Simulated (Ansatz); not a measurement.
**K on Ir(111): change of the work function**

How does one ordered layer of K (fcc site) change the work function of Ir(111), and what dipole does each adsorbate carry?

Program: Ansatz 0.2.0. Level of theory: plane-wave DFT, PBE, Ansatz PAW. Values are calculated unless marked as measured.

### Step 1. The system as given

The cell holds 4 atoms: 4 Ir. Its edges and angles: a = 2.715 Å, b = 2.715 Å, c = 24.651 Å, α = 90.0°, β = 90.0°, γ = 60.0°. Vacuum lies along c.

### Step 2. The clean slab

The bare slab comes first, as the zero from which every change is counted. The two lowest layers are held at bulk places and the upper ones relax. The dipole correction removes the false field that a one-sided slab makes across the periodic vacuum, so each face gets a flat vacuum level of its own.

input.yaml reads:

```yaml
crystal:
  lattice:
    - [2.7152900398, 0.0, 0.0]
    - [1.3576450199, 2.3515101531, 0.0]
    - [0.0, 0.0, 24.6510751011]
  atoms:
    - { symbol: Ir, position: [0.0, 0.0, 0.3650956383] }
    - { symbol: Ir, position: [0.3333333333, 0.3333333333, 0.4550318794] }
    - { symbol: Ir, position: [0.6666666667, 0.6666666667, 0.5449681206] }
    - { symbol: Ir, position: [0.0, 0.0, 0.6349043617] }
kpoints:
  mp_grid: { grid: [12, 12, 1] }
hamiltonian:
  xc: pbe
scf:
  occupations: { method: fermi_dirac, width: 0.1 }
  convergence: { dr2_threshold: 1.0e-08 }
efield:
  axis: 3
  dipole_correction: true
  ramp_position: 0.97
  ramp_width: 0.06
relax:
  f_tol: 0.02
  max_steps: 60
  constraints: [{ sites: [0, 1] }]
output:
  write_potential: true
  write_density: true
  volumetric_format: npy
```

Command:

```console
> ansatz run input.yaml --threads 4 --pin off --max-ram 6144MiB --backend cpu --events-out ev --progress --plain --runs-dir out
```

Standard output:

```text
Engine: ansatz 0.2.0, aarch64-unknown-linux-gnu
Pseudopotentials: kind: paw
Pseudopotential: Ir, paw, valence charge 17, recommended cutoff 420 eV (normal), Ir.paw.azcp
Functional definition: PBE
  parameter kappa = 0.804
  parameter beta = 0.066725
  exchange = pbe_x(kappa = kappa, mu = beta*pi^2/3)
  correlation = pbe_c(beta = beta)
Crystal: 4 atoms, lattice volume = 157.398 Å³
Basis set: ecut = 420 eV, 3101 PW (Γ), exchange–correlation on 40×40×360 points (8 copies of the dense FFT grid, shifted against one another)
Bands: 41, of which v1, the nominal top of the filled ones, is band 34 counted from 1 (33 counted from 0)
Symmetry: 6 space group operations
k-points: 19 of 144 (time reversal used)
Non-local potential: Ir, projectors of the file, l = 0: 3, l = 1: 2, l = 2: 2, l = 3: 1
PAW form: soft (Blöchl's): semilocal exchange-correlation on the pseudo side does not see the compensation charge
PAW one-centre angular grid: Ir, 590 points (default); XC on 64 Gauss nodes
Initial density: superposition of atomic densities (neutral atoms: chi_scale 0, normalization atom), corrected by the library's trained network
Initial wavefunctions: pseudopotential atomic-orbital guess
Functional: x = pbe(κ = 0.804, μ = 0.219515), c = pbe(β = 0.066725)
SCF iter   1: F=—  HF=-47739.534662 eV  |F-HF|=—  |Δ(HF+E_count)|=         —  Δρ=6.19e-3  dr2=3.30e-1  ethr=1.77e-3  p=0.000 e·Å  D=9.34e-15 V/Å  ΔV_dip=-0.00 eV  dr2_dipole=3.63e-7  V_vac-E_F(+/−)=5.19/5.19 eV  ⟨swp⟩=7.8  Hψ=3557  notcnv=0  defer=2
efield: sawtooth ramp at fractional position 0.9700 (set: `efield.ramp_position`, or a place that a band, a saddle search or an elastic batch's reference lends), width 0.0600; the density the first Hamiltonian is built on has a dipole p = 0.000 e·Å; the dipole correction subtracts the counter field D = 9.34e-15 V/Å, which shifts the + side's vacuum level by -0.00 eV against the − side's; the planar-averaged density in the ramp window peaks in size at 1.1e-5 e/Å³
preconditioner: auto → LDOS  [metal: Δε(μ)=0.097 eV  Ē_g=6.266 eV  σ=0.100 eV  W_gap=0.23  n_scr=18 (ndim 8)  ℏωp=17.8 eV  f_vac=0.579  D(μ)=3.93/eV (n_scr^D=16)  β→1.0]
SCF iter   2: F=—  HF=-47739.532903 eV  |F-HF|=—  |Δ(HF+E_count)|=   1.76e-3  Δρ=2.42e-3  dr2=2.91e-2  ethr=4.85e-4  p=-0.000 e·Å  D=-4.09e-5 V/Å  ΔV_dip=0.00 eV  dr2_dipole=6.08e-7  V_vac-E_F(+/−)=5.47/5.47 eV  ⟨swp⟩=1.8  Hψ=981  notcnv=0  defer=3
SCF iter   3: F=—  HF=-47739.530415 eV  |F-HF|=—  |Δ(HF+E_count)|=   2.49e-3  Δρ=5.42e-4  dr2=4.60e-4  ethr=4.28e-5  p=-0.000 e·Å  D=-3.23e-6 V/Å  ΔV_dip=0.00 eV  dr2_dipole=1.64e-8  V_vac-E_F(+/−)=5.48/5.48 eV  ⟨swp⟩=1.8  Hψ=1050  notcnv=0  defer=3
SCF iter   4: F=—  HF=-47739.530416 eV  |F-HF|=—  |Δ(HF+E_count)|=   5.85e-7  Δρ=1.07e-4  dr2=1.71e-5  ethr=6.77e-7  p=-0.000 e·Å  D=-2.54e-6 V/Å  ΔV_dip=0.00 eV  dr2_dipole=6.20e-10  V_vac-E_F(+/−)=5.49/5.48 eV  ⟨swp⟩=2.5  Hψ=1492  notcnv=0  defer=3
SCF iter   5: F=—  HF=-47739.530407 eV  |F-HF|=—  |Δ(HF+E_count)|=   8.59e-6  Δρ=3.97e-5  dr2=2.39e-6  ethr=2.51e-8  p=-0.000 e·Å  D=-6.81e-7 V/Å  ΔV_dip=0.00 eV  dr2_dipole=1.78e-10  V_vac-E_F(+/−)=5.49/5.49 eV  ⟨swp⟩=3.4  Hψ=1846  notcnv=0  defer=3
SCF iter   6: F=—  HF=-47739.530404 eV  |F-HF|=—  |Δ(HF+E_count)|=   3.25e-6  Δρ=1.67e-5  dr2=6.19e-7  ethr=3.51e-9  p=-0.000 e·Å  D=-9.99e-7 V/Å  ΔV_dip=0.00 eV  dr2_dipole=7.76e-11  V_vac-E_F(+/−)=5.49/5.49 eV  ⟨swp⟩=2.4  Hψ=1293  notcnv=0  defer=3
SCF iter   7: F=—  HF=-47739.530405 eV  |F-HF|=—  |Δ(HF+E_count)|=   3.14e-7  Δρ=3.98e-6  dr2=5.23e-8  ethr=9.11e-10  p=-0.000 e·Å  D=-2.27e-7 V/Å  ΔV_dip=0.00 eV  dr2_dipole=1.09e-12  V_vac-E_F(+/−)=5.49/5.49 eV  ⟨swp⟩=2.9  Hψ=1560  notcnv=0  defer=3
SCF iter   8: F=-47739.530405 eV  HF=-47739.530405 eV  |F-HF|=7.57e-9  |Δ(HF+E_count)|=   1.78e-8  Δρ=1.09e-6  dr2=3.21e-9  ethr=1.47e-11  p=-0.000 e·Å  D=-4.43e-8 V/Å  ΔV_dip=0.00 eV  dr2_dipole=5.40e-14  V_vac-E_F(+/−)=5.49/5.49 eV  ⟨swp⟩=11.1  Hψ=5975  notcnv=0
SCF 1 converged in 8 iterations: F = -47739.530405 eV  dr2 = 3.21e-9
  greatest PAW one-centre occupation: 1.000 electrons in one spin orbital (limit 2), on the Ir atom at site 1 (counted from 0), in its partial waves of l = 0
relax step   1: F+E_penalty+E_count = -47739.53040454 eV  Δ(F+E_penalty+E_count) = +0.000e0 eV  max|allowed force component| = 1.352e-1 eV/Å  Δτ_max = 0.0000 Å  (8 SCF iters, accepted)
Initial density: handed on by an earlier stage of this run
Initial wavefunctions: those handed on with the density
iter 1 solved again at ethr=1.27e-4 eV; its pass at ethr=3.10e-3 eV (dr2=8.61e-2 eV) is discarded
SCF iter   1: F=—  HF=-47739.531029 eV  |F-HF|=—  |Δ(HF+E_count)|=         —  Δρ=2.46e-3  dr2=7.87e-2  ethr=1.27e-4  p=-0.000 e·Å  D=-3.43e-7 V/Å  ΔV_dip=0.00 eV  dr2_dipole=3.17e-2  V_vac-E_F(+/−)=5.48/5.48 eV  ⟨swp⟩=1.9  Hψ=2300  notcnv=0  defer=5
efield: sawtooth ramp at fractional position 0.9700 (set: `efield.ramp_position`, or a place that a band, a saddle search or an elastic batch's reference lends), width 0.0600; the density the first Hamiltonian is built on has a dipole p = -0.000 e·Å; the dipole correction subtracts the counter field D = -3.43e-7 V/Å, which shifts the + side's vacuum level by +0.00 eV against the − side's; the planar-averaged density in the ramp window peaks in size at 2.8e-6 e/Å³
preconditioner: auto → LDOS  [metal: Δε(μ)=0.080 eV  Ē_g=6.312 eV  σ=0.100 eV  W_gap=0.19  n_scr=18 (ndim 8)  ℏωp=17.8 eV  f_vac=0.582  D(μ)=3.84/eV (n_scr^D=16)  β→1.0]
SCF iter   2: F=—  HF=-47739.530293 eV  |F-HF|=—  |Δ(HF+E_count)|=   7.35e-4  Δρ=1.06e-3  dr2=4.86e-3  ethr=1.16e-4  p=0.002 e·Å  D=2.34e-3 V/Å  ΔV_dip=-0.06 eV  dr2_dipole=1.15e-3  V_vac-E_F(+/−)=5.44/5.50 eV  ⟨swp⟩=2.0  Hψ=965  notcnv=0  defer=5
SCF iter   3: F=—  HF=-47739.529491 eV  |F-HF|=—  |Δ(HF+E_count)|=   8.03e-4  Δρ=4.91e-4  dr2=1.58e-3  ethr=7.15e-6  p=0.000 e·Å  D=5.10e-4 V/Å  ΔV_dip=-0.01 eV  dr2_dipole=1.15e-5  V_vac-E_F(+/−)=5.48/5.49 eV  ⟨swp⟩=3.0  Hψ=1497  notcnv=0  defer=5
SCF iter   4: F=—  HF=-47739.529186 eV  |F-HF|=—  |Δ(HF+E_count)|=   3.05e-4  Δρ=7.80e-5  dr2=1.08e-5  ethr=2.32e-6  p=0.001 e·Å  D=9.35e-4 V/Å  ΔV_dip=-0.02 eV  dr2_dipole=1.05e-6  V_vac-E_F(+/−)=5.47/5.49 eV  ⟨swp⟩=2.2  Hψ=1153  notcnv=0  defer=5
SCF iter   5: F=—  HF=-47739.529184 eV  |F-HF|=—  |Δ(HF+E_count)|=   1.86e-6  Δρ=3.71e-5  dr2=3.99e-6  ethr=1.59e-8  p=0.001 e·Å  D=8.37e-4 V/Å  ΔV_dip=-0.02 eV  dr2_dipole=1.38e-8  V_vac-E_F(+/−)=5.47/5.50 eV  ⟨swp⟩=2.9  Hψ=1583  notcnv=0  defer=5
SCF iter   6: F=—  HF=-47739.529168 eV  |F-HF|=—  |Δ(HF+E_count)|=   1.58e-5  Δρ=9.86e-6  dr2=2.11e-7  ethr=5.87e-9  p=0.001 e·Å  D=7.52e-4 V/Å  ΔV_dip=-0.02 eV  dr2_dipole=6.06e-9  V_vac-E_F(+/−)=5.48/5.49 eV  ⟨swp⟩=2.2  Hψ=1200  notcnv=0  defer=5
SCF iter   7: F=—  HF=-47739.529168 eV  |F-HF|=—  |Δ(HF+E_count)|=   2.30e-7  Δρ=4.00e-6  dr2=3.20e-8  ethr=3.11e-10  p=0.001 e·Å  D=7.22e-4 V/Å  ΔV_dip=-0.02 eV  dr2_dipole=6.76e-9  V_vac-E_F(+/−)=5.48/5.49 eV  ⟨swp⟩=3.1  Hψ=1431  notcnv=0  defer=5
SCF iter   8: F=-47739.529169 eV  HF=-47739.529169 eV  |F-HF|=8.44e-9  |Δ(HF+E_count)|=   8.39e-8  Δρ=1.08e-6  dr2=2.72e-9  ethr=1.47e-11  p=0.001 e·Å  D=7.05e-4 V/Å  ΔV_dip=-0.02 eV  dr2_dipole=3.02e-10  V_vac-E_F(+/−)=5.48/5.49 eV  ⟨swp⟩=11.2  Hψ=5971  notcnv=0
SCF 2 converged in 8 iterations: F = -47739.529169 eV  dr2 = 2.72e-9
  greatest PAW one-centre occupation: 1.000 electrons in one spin orbital (limit 2), on the Ir atom at site 2 (counted from 0), in its partial waves of l = 0
relax step   2: F+E_penalty+E_count = -47739.52916855 eV  Δ(F+E_penalty+E_count) = +1.236e-3 eV  max|allowed force component| = 2.063e-1 eV/Å  Δτ_max = 0.0402 Å  (8 SCF iters, rejected (line search))
SCF iter   1: F=—  HF=-47739.532178 eV  |F-HF|=—  |Δ(HF+E_count)|=         —  Δρ=1.53e-3  dr2=2.86e-2  ethr=4.36e-4  p=0.001 e·Å  D=7.05e-4 V/Å  ΔV_dip=-0.02 eV  dr2_dipole=1.13e-2  V_vac-E_F(+/−)=5.48/5.50 eV  ⟨swp⟩=2.7  Hψ=1390  notcnv=0  defer=5
efield: sawtooth ramp at fractional position 0.9700 (set: `efield.ramp_position`, or a place that a band, a saddle search or an elastic batch's reference lends), width 0.0600; the density the first Hamiltonian is built on has a dipole p = 0.001 e·Å; the dipole correction subtracts the counter field D = 7.05e-4 V/Å, which shifts the + side's vacuum level by -0.02 eV against the − side's; the planar-averaged density in the ramp window peaks in size at 2.3e-6 e/Å³
preconditioner: auto → LDOS  [metal: Δε(μ)=0.082 eV  Ē_g=6.284 eV  σ=0.100 eV  W_gap=0.20  n_scr=18 (ndim 8)  ℏωp=17.8 eV  f_vac=0.581  D(μ)=3.88/eV (n_scr^D=16)  β→1.0]
SCF iter   2: F=—  HF=-47739.531738 eV  |F-HF|=—  |Δ(HF+E_count)|=   4.40e-4  Δρ=6.52e-4  dr2=1.43e-3  ethr=4.20e-5  p=-0.000 e·Å  D=-4.32e-4 V/Å  ΔV_dip=0.01 eV  dr2_dipole=2.25e-4  V_vac-E_F(+/−)=5.50/5.49 eV  ⟨swp⟩=2.1  Hψ=1154  notcnv=0  defer=5
SCF iter   3: F=—  HF=-47739.531490 eV  |F-HF|=—  |Δ(HF+E_count)|=   2.48e-4  Δρ=3.15e-4  dr2=6.21e-4  ethr=2.10e-6  p=0.000 e·Å  D=4.60e-4 V/Å  ΔV_dip=-0.01 eV  dr2_dipole=3.40e-6  V_vac-E_F(+/−)=5.48/5.49 eV  ⟨swp⟩=2.9  Hψ=1511  notcnv=0  defer=5
SCF iter   4: F=—  HF=-47739.531360 eV  |F-HF|=—  |Δ(HF+E_count)|=   1.30e-4  Δρ=4.39e-5  dr2=3.31e-6  ethr=9.13e-7  p=0.000 e·Å  D=1.92e-4 V/Å  ΔV_dip=-0.00 eV  dr2_dipole=7.75e-8  V_vac-E_F(+/−)=5.49/5.49 eV  ⟨swp⟩=2.1  Hψ=1153  notcnv=0  defer=5
SCF iter   5: F=—  HF=-47739.531341 eV  |F-HF|=—  |Δ(HF+E_count)|=   1.92e-5  Δρ=2.02e-5  dr2=1.03e-6  ethr=4.87e-9  p=0.000 e·Å  D=2.40e-4 V/Å  ΔV_dip=-0.01 eV  dr2_dipole=6.40e-9  V_vac-E_F(+/−)=5.49/5.49 eV  ⟨swp⟩=3.1  Hψ=1640  notcnv=0  defer=5
SCF iter   6: F=—  HF=-47739.531341 eV  |F-HF|=—  |Δ(HF+E_count)|=   3.79e-7  Δρ=8.03e-6  dr2=1.31e-7  ethr=1.52e-9  p=0.000 e·Å  D=2.78e-4 V/Å  ΔV_dip=-0.01 eV  dr2_dipole=2.85e-9  V_vac-E_F(+/−)=5.49/5.49 eV  ⟨swp⟩=2.2  Hψ=1171  notcnv=0  defer=5
SCF iter   7: F=—  HF=-47739.531342 eV  |F-HF|=—  |Δ(HF+E_count)|=   1.54e-7  Δρ=2.33e-6  dr2=1.11e-8  ethr=1.93e-10  p=0.000 e·Å  D=2.91e-4 V/Å  ΔV_dip=-0.01 eV  dr2_dipole=3.46e-9  V_vac-E_F(+/−)=5.49/5.49 eV  ⟨swp⟩=2.3  Hψ=1197  notcnv=0  defer=5
SCF iter   8: F=-47739.531342 eV  HF=-47739.531342 eV  |F-HF|=4.82e-9  |Δ(HF+E_count)|=   2.99e-8  Δρ=5.88e-7  dr2=7.04e-10  ethr=1.47e-11  p=0.000 e·Å  D=2.99e-4 V/Å  ΔV_dip=-0.01 eV  dr2_dipole=3.87e-11  V_vac-E_F(+/−)=5.49/5.49 eV  ⟨swp⟩=10.5  Hψ=5644  notcnv=0
SCF 3 converged in 8 iterations: F = -47739.531342 eV  dr2 = 7.04e-10
relax step   3: F+E_penalty+E_count = -47739.53134163 eV  Δ(F+E_penalty+E_count) = -9.371e-4 eV  max|allowed force component| = 2.789e-3 eV/Å  Δτ_max = 0.0158 Å  (8 SCF iters, accepted)
NSCF: frozen V_eff on 19 k-points
the band table was solved once a step of the walk had ended and its energy, with any forces and stress, was formed, with the checks that follow a solve (3882 applications of the Hamiltonian). They found nothing against the state; the energy, forces and stress were not computed again (output.eigenvalues in the input reference)
WARN: The output density's exchange-correlation potential varies sharply where the density is thin. Do not read a vacuum level from v_tot or v_xc, or from such a field of the output density. On a cell that repeats whose density bears no net charge and no dipole along the vacuum's axis use v_es (v_loc + v_h of the components); under efield.dipole_correction with no amplitude use v_es + v_field, which holds any externa [...]
SCF converged after 8 iterations
Free energy (F): -47739.531342 eV
Harris-Foulkes:  -47739.531342 eV  (|F-HF|=4.82e-9)
Internal energy: -47739.398849 eV  (E = F + TS)
E sigma→0 (E₀):  -47739.465095 eV
Entropy (-TS):   -0.132493 eV (-33.123 meV/atom)
Fermi energy:    5.735751 eV
Dipole field:    D = 0.000309 V/Å  (p = 0.000269 e·Å, saw-weighted, corrected)
Work function:   Φ+ = 5.4864 eV   Φ− = 5.4940 eV
Levels:          The Fermi level and band energies are counted from a zero that moves with the ramp; work functions are not
--- Per-component energies (eV) ---
  E_band       = -1671.576536
  E_kinetic    = 2486.113090
  E_local      = -117421.112825  (includes V_loc(G=0)·N_el)
  E_nonlocal   = 291.629511
  E_hartree    = 57547.560057
  E_xc         = -1068.589999
  E_vxc        = -1195.849486  (∫ρ·V_xc dr)
  E_paw        = -36893.549535  (= ΣΔE_a)
  E_vpaw       = -927.471881  (= ΣTr[D̂ρ^β])
  E_aug_tail   = 0.000219  (compensation charges beyond the density's cutoff)
  E_efield     = 0.000000  (sawtooth field / dipole correction)
  E_vefield    = 0.000097  (∫n·V_field dr)
  E_ewald      = 47318.550633
  E_smearing   = -0.132493  (= −TS)
  E_closure    = -0.000000  (closes the sum)
  Σ components = -47739.531342   (vs F -47739.531342, Δ=0.00e0)
--- Forces (eV/Å), atoms counted from 1 ---
  atom   1  Ir     0.00000000    -0.00000000     0.12831668
  atom   2  Ir     0.00000000    -0.00000000    -0.13090801
  atom   3  Ir    -0.00000000     0.00000000    -0.00020060
  atom   4  Ir     0.00000000     0.00000000     0.00278869
  max |Σ_I F_I| component: 3.23e-6 eV/Å
--- Band table (eV; the first three rows and the last of 19) ---
  k-point 0: bands = [... 30 lower, 2.8245, 4.5654, 4.5654, 4.9154, 4.9154, 5.0203, 5.8533, 5.8533, ... 3 higher]
  k-point 1: bands = [... 30 lower, 3.0292, 4.3234, 4.3914, 4.3950, 4.8764, 4.9658, 5.3069, 5.8533, ... 3 higher]
  k-point 2: bands = [... 30 lower, 3.6025, 3.6292, 3.8672, 4.2957, 4.5009, 4.9807, 5.8191, 5.8473, ... 3 higher]
  k-point 18: bands = [... 30 lower, 4.4076, 4.4245, 5.5716, 6.0441, 6.1830, 6.1849, 11.3203, 11.4245, ... 3 higher]
--- Relaxed structure (3 steps of the walk, 2 accepted, 0 SCFs on fresh bases) ---
  F+E_penalty+E_count = -47739.53134163 eV   max|allowed force component| = 2.789e-3 eV/Å
  atoms:
    - { symbol: Ir, position: [0.0, 0.0, 0.365096] }
    - { symbol: Ir, position: [0.333333, 0.333333, 0.4550318794] }
    - { symbol: Ir, position: [0.666667, 0.666667, 0.544863] }
    - { symbol: Ir, position: [-7.456009e-19, 0, 0.634264] }
```

It took 8.1 s on 4 threads of Arm Neoverse V2, shared host; peak memory 0.47 GiB; 30 s of CPU time.

Step by step:

| step | energy less that of the first step (eV) | largest force component (eV/Å) |
| --- | --- | --- |
| 1 | 0.0000 | 0.1352 |
| 2 | 0.0012 | 0.2063 |
| 3 | -0.0009 | 0.0028 |

Relaxation step 2 was tried and not accepted.

The run keeps the 6 symmetry operations that the program found, so distortions that break them were not tested.

The atoms that moved most (Å):

| atom | dx | dy | dz | length |
| --- | --- | --- | --- | --- |
| Ir4 | 0.000 | 0.000 | -0.016 | 0.016 |

The relaxed structure:

```xyz
4
Lattice="2.7153 0.0000 0.0000 1.3576 2.3515 0.0000 0.0000 0.0000 24.6511" Properties=species:S:1:pos:R:3
Ir    0.0000    0.0000    9.0000
Ir    1.3576    0.7838   11.2170
Ir    2.7153    1.5677   13.4315
Ir    0.0000    0.0000   15.6353
```

Read from the output:

```yaml
energy_at_zero_smearing: -47739.4651 eV
work_function_upper_face: 5.486 eV
dipole_along_the_normal: 2.69e-4 e·Å
```

Running mean over 2.217 Å of the planar mean; the ramp of the sawtooth is left out. Electron's electrostatic potential energy less the Fermi level against z:

| z (Å) | electron's electrostatic potential energy less the Fermi level (eV) |
| --- | --- |
| 4 | 5.49 |
| 5 | 5.49 |
| 6 | 5.42 |
| 7 | 4.28 |
| 8 | -5.49 |
| 9 | -12.7 |
| 10 | -13.3 |
| 11 | -13.5 |
| 12 | -13.6 |
| 13 | -13.6 |
| 14 | -13.6 |
| 15 | -13.3 |
| 16 | -11.7 |
| 17 | -0.753 |
| 18 | 5.04 |
| 19 | 5.46 |
| 20 | 5.48 |
| 21 | 5.49 |

The relaxation took 3 steps and lowered the energy by 9.4e-4 eV; the largest force on the free atoms ends at 0.0028 eV/Å.

The work function of the upper face is 5.49 eV.

(Continued in part 2 of 2.)

[Long decimals in the printed logs are rounded to 6 places.]

[Logs are printed without paths, hosts, clocks, repeated set-up lines and the standing remarks that a program may print on its own settings, such as how far it seeks lower states.]

[Hosts, paths, dates, database ids (printed as entryN), source tags and the programs' standing remarks are cut or masked in the printed files.]

[Maps of the electrostatic potential energy from Ansatz leave out the sawtooth potential of an applied field or a dipole correction, so their vacuum need not be flat; planar profiles and work functions include it.]
